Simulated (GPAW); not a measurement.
Consider zinc-blende (GaAs)1-x(GaP)x, x = 0.25.

```xyz
16
Lattice="0.0000 5.6025 5.6025 5.6025 0.0000 5.6025 5.6025 5.6025 0.0000" Properties=species:S:1:pos:R:3 pbc="T T T"
Ga    5.5790    5.5803    0.0164
As    1.4019    1.3959    1.4023
Ga    2.8479    8.3944    5.6012
P     4.2010    4.2023    1.3914
Ga    8.4021   11.1935    8.4014
As    4.1939    1.4013    4.2026
Ga    5.5664    2.8213    2.7688
As    7.0033    4.1883    4.1950
Ga    5.5793    8.3708    2.8295
As    1.3974    4.1963    4.2013
Ga    2.8587    5.5935    2.8088
P     4.2101    6.9929    4.2102
Ga    8.3988    8.4025    5.6103
As    4.2107    4.1990    7.0007
Ga    5.5995    5.6207    5.5806
As    7.0094    6.9972    7.0147
```

Absorber: atom 1, with 1 P at 2.39 Å and 3 As at 2.44 Å (tetrahedral). Method: GPAW, LDA, excited-electron core hole (neutral cell), 16-atom cell with 7.9 Å between holes, 4×4×4 k points, dipole transitions, Gaussian full width 1.82 eV up to 4 eV, rising linearly to 3.5 eV at 25 eV.

**Question.** What does the Ga K edge look like?

Main maxima up to 26 eV above the zero (height): 4.2 eV (1.83), 12.0 eV (1.21) and 18.6 eV (0.80). A K edge sees empty p states on the absorber. 

The Ga K spectrum (energy from the bottom of the conduction band, which holds the excited electron; intensity scaled to a mean of 1 over the first 20 eV):

```
E (eV)  intensity
  -2.0       0.00
  -1.0       0.01
   0.0       0.10
   1.0       0.46
   2.0       0.96
   3.0       1.37
   4.0       1.79
   5.0       1.63
   6.0       1.16
   7.0       1.02
   8.0       0.98
   9.0       0.90
  10.0       0.96
  11.0       1.12
  12.0       1.21
  13.0       1.13
  14.0       0.95
  15.0       0.78
  16.0       0.70
  17.0       0.72
  18.0       0.78
  19.0       0.79
  20.0       0.77
  21.0       0.76
  22.0       0.75
  23.0       0.73
  24.0       0.71
  25.0       0.71
  26.0       0.74
  27.0       0.78
```

The script folds with a Gaussian, whereas the core hole's own line is a Lorentzian, so the onset is too steep and the first peak too high. Lifetime broadening is put in by hand, and intensities beyond about 20 eV depend on it and on the partial waves; weight that the partial waves miss at high energy is lost.

[Banner, clock and machine lines of the logs are left out without a mark of their own.]

[Logs are printed without paths, hosts, clocks, repeated set-up lines and the standing remarks that a program may print on its own settings, such as how far it seeks lower states.]

[Hosts, paths, dates, database ids (printed as entryN), source tags and the programs' standing remarks are cut or masked in the printed files.]

[Lists of maxima count a maximum above −3 eV only where it reaches 4 % of the highest in the window and stands out from its surroundings by 2 % of it (1.5 % where it reaches 55 %); shoulders and weaker maxima are passed over, and of the rest the first, up to two pre-edge ones and the few strongest are named.]
